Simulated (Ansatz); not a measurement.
# Starting-point dependence of the GW gap of Ta3N5 (Cmcm), part 2 of 2

Aim: G0W0 for Ta3N5 (Cmcm) on several starting functionals, at one mesh, band count and screening cutoff.

Ansatz 0.2.0; G0W0 on several functionals, plane waves, PAW. Known limits of the many-body steps: not at the basis limit; no spin-orbit coupling.

So far. Step 2 (G0W0 on LDA): The gap on the mesh goes from 1.16 eV to 1.77 eV, a correction of +0.62 eV. Between the two edge states, bare exchange in place of the xc potential would open the gap by 7.80 eV, and correlation takes back 7.18 eV. Step 3 (G0W0 on HSE06): Against the run with 4×4×2 mesh, 462 empty bands, screening to 100 eV, PAW set soft_1 files on LDA, the gap moves by +0.30 eV, while the start moved by +1.09 eV.

In doubt: masses and optical values from hybrid runs of this build are listed as unsure (steps 3, 4, 5), which bears on the screening that GW takes from such a start.

## Step 4: G0W0 on PBE0

This step: G0W0 on PBE0, plane waves, PAW; PAW set soft_1.

File input.yaml:

```yaml
crystal:
  lattice:
    - [1.9431, -5.1059, 0.0]
    - [1.9431, 5.1059, 0.0]
    - [0.0, 0.0, 10.2624]
  atoms:
    - { symbol: Ta, position: [0.8029, 0.1971, 0.25] }
    - { symbol: Ta, position: [0.1971, 0.8029, 0.75] }
    - { symbol: Ta, position: [0.86545, 0.13455, 0.55906] }
    - { symbol: Ta, position: [0.13455, 0.86545, 0.05906] }
    - { symbol: Ta, position: [0.13455, 0.86545, 0.44094] }
    - { symbol: Ta, position: [0.86545, 0.13455, 0.94094] }
    - { symbol: "N", position: [0.23678, 0.76322, 0.25] }
    - { symbol: "N", position: [0.76322, 0.23678, 0.75] }
    - { symbol: "N", position: [0.95299, 0.04701, 0.11949] }
    - { symbol: "N", position: [0.04701, 0.95299, 0.61949] }
    - { symbol: "N", position: [0.04701, 0.95299, 0.88051] }
    - { symbol: "N", position: [0.95299, 0.04701, 0.38051] }
    - { symbol: "N", position: [0.69138, 0.30862, 0.07378] }
    - { symbol: "N", position: [0.30862, 0.69138, 0.57378] }
    - { symbol: "N", position: [0.30862, 0.69138, 0.92622] }
    - { symbol: "N", position: [0.69138, 0.30862, 0.42622] }
kpoints:
  mp_grid: { grid: [4, 4, 2] }
hamiltonian:
  xc: pbe0
  pseudopotentials: { kind: paw, azcp: { folder: soft_1 } }
scf:
  occupations: { method: fixed }
gw:
  n_empty_bands: 462
  ecut_chi: 100
  qp_bands: [v4, c4]
  qp_kpoints: band_edges
  screening: { model: contour_deformation }
```

Started as:

```
$ ansatz run input.yaml --threads 2 --pin off --max-ram 92160MiB --backend cuda --events-out ev --progress --plain --runs-dir out --devices 1 --max-vram 13GiB
```

Numbers of over 12 decimals in the logs are rounded to 6 here.

The program printed:

```text
GPUs: using 1 of 1 available (devices: 1).
[...]
GPU FFT provider: cuFFT
GPU libraries: cuBLAS 13.8.2, cuFFT 12.4.0, cuSOLVER 12.3.4
Crystal: 16 atoms, lattice volume = 203.632 Å³
Basis set: ecut = 420 eV, 3985 PW (Γ)
Bands: 80, of which v1, the nominal top of the filled ones, is band 64 counted from 1 (63 counted from 0)
Symmetry: 8 space group operations
[...]
k-points: 14 of 32
[...]
0    67     14.8423   -13.0007    -4.3071   -17.3499  0.8170    14.8845    14.8845  root
     0    68     15.2660   -12.7161    -4.7475   -17.4588  0.8105    15.2611    15.2611  root
[...]
13    65     14.2320   -12.9213    -4.2424   -17.1983  0.8178    14.2666    14.2666  root
    13    66     14.2320   -12.9213    -4.2424   -17.1983  0.8178    14.2666    14.2666  root
    13    67     15.4271   -12.7367    -4.1585   -16.9471  0.8145    15.4791    15.4791  root
    13    68     15.4271   -12.7367    -4.1585   -16.9471  0.8145    15.4791    15.4791  root
[key lines of the parts left out:]
Free energy (F): -63445.090233 eV
Fermi energy:    10.924719 eV
```

It took 2 min on 1 × NVIDIA H100 80GB HBM3 (shared by 6 runs) with 2 threads of AMD EPYC 7R13 (Zen 3), shared host; peak memory 3 GiB.

This step gave:

* bands summed: 526
* RPA ε∞ on this mesh (eigenvalues): 6.631, 6.763, 7.058
* plane waves in the screening matrix: 475
* G0W0 gap on the mesh: 2.237 eV
* k of the valence top: 0, 0, 0
* k of the conduction bottom: -0.5, -0.5, 0
* starting gap on the mesh: 2.939 eV
* least direct G0W0 gap on the computed points: 2.478 eV

Against the run with 4×4×2 mesh, 462 empty bands, screening to 100 eV, PAW set soft_1 files on HSE06, the gap moves by +0.17 eV, while the start moved by +0.69 eV.

## Step 5: G0W0 on Hartree-Fock

This step: G0W0 on Hartree-Fock, plane waves, PAW; PAW set soft_1.

input.yaml: that of step 4 with these lines changed.

```diff
@@ -25,3 +25,3 @@
 hamiltonian:
-  xc: pbe0
+  xc: hf
   pseudopotentials: { kind: paw, azcp: { folder: soft_1 } }
```

The program printed:

```text
GPUs: using 1 of 1 available (devices: 1).
[...]
GPU FFT provider: cuFFT
GPU libraries: cuBLAS 13.8.2, cuFFT 12.4.0, cuSOLVER 12.3.4
Crystal: 16 atoms, lattice volume = 203.632 Å³
Basis set: ecut = 420 eV, 3985 PW (Γ)
Bands: 80, of which v1, the nominal top of the filled ones, is band 64 counted from 1 (63 counted from 0)
Symmetry: 8 space group operations
[...]
k-points: 14 of 32
[...]
0    67     19.2663   -11.6689    -3.5163   -11.6800  0.8881    15.7933    15.7611  root
     0    68     19.9403   -11.5677    -3.7566   -11.5806  0.8839    16.2372    16.1966  root
[...]
13    65     18.5560   -11.5440    -3.5003   -11.5705  0.8884    15.1132    15.0822  root
    13    66     18.5560   -11.5440    -3.5003   -11.5705  0.8884    15.1132    15.0822  root
    13    67     19.7182   -11.3873    -3.3614   -11.3979  0.8880    16.3962    16.3674  root
    13    68     19.7182   -11.3873    -3.3614   -11.3979  0.8880    16.3962    16.3674  root
[key lines of the parts left out:]
Free energy (F): -62632.811354 eV
Fermi energy:    9.003901 eV
```

Run time: 2.8 min. Hardware: 1 × NVIDIA H100 80GB HBM3 (shared by 6 runs) with 2 threads; peak memory 3 GiB; 3.6 min of CPU time.

Numbers from this step:

```yaml
bands_summed: 526
rpa_eps_infinity_on_this_mesh_eigenvalues: 3.264, 3.315, 3.376
plane_waves_in_the_screening_matrix: 475
g0w0_gap_on_the_mesh: 3.420 eV
k_of_the_valence_top: 0, 0, 0
k_of_the_conduction_bottom: -0.5, -0.5, 0
starting_gap_on_the_mesh: 9.250 eV
least_direct_g0w0_gap_on_the_computed_points: 3.664 eV
```

Against the run with 4×4×2 mesh, 462 empty bands, screening to 100 eV, PAW set soft_1 files on PBE0, the gap moves by +1.18 eV, while the start moved by +6.31 eV.

## Step 6: Side by side

All on the 4×4×2 mesh with 462 empty bands and screening to 100 eV. Times are wall times on 1 × NVIDIA H100 80GB HBM3 (shared by 6 runs) with 2 threads of AMD EPYC 7R13 (Zen 3), shared host, good to a factor of about two.

```csv
start,starting gap (eV),shift (eV),G0W0 gap (eV),RPA ε∞ (harmonic mean),"Z (valence, conduction)",time
LDA,1.16,+0.62,1.77,11.81,"0.75, 0.78",37 s
HSE06,2.25,−0.18,2.07,7.65,"0.79, 0.81",2.4 min
PBE0,2.94,−0.70,2.24,6.81,"0.80, 0.82",2 min
Hartree-Fock,9.25,−5.83,3.42,3.32,"0.87, 0.89",2.8 min
```

How the two edges are built up, in eV (the quasiparticle level is the starting level plus Σx plus Σc less Vxc):

```csv
run,edge,start,Σx,Σc,Vxc,Z,QP
LDA,valence top,11.50,-21.34,2.58,-18.98,0.75,11.73
LDA,conduction bottom,12.66,-13.01,-4.61,-18.45,0.78,13.50
HSE06,valence top,11.27,-21.55,2.62,-19.38,0.79,11.71
HSE06,conduction bottom,13.51,-12.55,-4.44,-17.26,0.81,13.78
PBE0,valence top,10.92,-21.57,2.55,-19.73,0.80,11.63
PBE0,conduction bottom,13.86,-12.52,-4.34,-16.87,0.82,13.87
Hartree-Fock,valence top,9.00,-22.10,2.33,-22.07,0.87,11.30
Hartree-Fock,conduction bottom,18.25,-11.39,-3.56,-11.42,0.89,14.72
```

For a hybrid start, Vxc holds its share of exact exchange.

## Step 7: Results

```
G0W0@LDA          : 1.77 eV (start 1.16 eV)
G0W0@HSE06        : 2.07 eV (start 2.25 eV)
G0W0@PBE0         : 2.24 eV (start 2.94 eV)
G0W0@Hartree-Fock : 3.42 eV (start 9.25 eV)
known limits      : not at the basis limit; no spin-orbit coupling
```

The starting gaps span 8.10 eV and the G0W0 gaps 1.65 eV. Between LDA and Hartree-Fock, 1.65 eV of the 8.10 eV survives, 20 %. Hartree-Fock screens less than LDA (ε∞ 3.32 against 11.81). Of the 1.65 eV by which its G0W0 gap is higher, the correlation part gives +1.29 eV, and exchange with the one-particle terms, which follow the orbitals, +0.36 eV. On HSE06, PBE0 and Hartree-Fock the correction is negative: that start lies above its own G0W0 value. The smallest correction, −0.18 eV, is on HSE06, the start nearest to reproducing itself. Bands and cutoff are finite, so the gap is not at the basis limit. The miss can reach some tenths of an eV and take either sign; the mesh is an error of its own. The program warns that the mesh is coarse for exact exchange, which bears on the hybrid start's gap. The many-body steps are scalar-relativistic: spin-orbit coupling is not in them.

[Paths, hosts, dates, memory and timing lines, banners, echoed tables and standing remarks are left out of the program output.]

[Logs are printed without paths, hosts, clocks, repeated set-up lines and the standing remarks that a program may print on its own settings, such as how far it seeks lower states.]

[Runs of the session that timed out or met a known fault of the program may be left out.]

[Cells called generated may have been cut or substituted from an entry of the Crystallography Open Database or the Materials Project.]

[Hosts, paths, dates, database ids (printed as entryN), source tags and the programs' standing remarks are cut or masked in the printed files.]
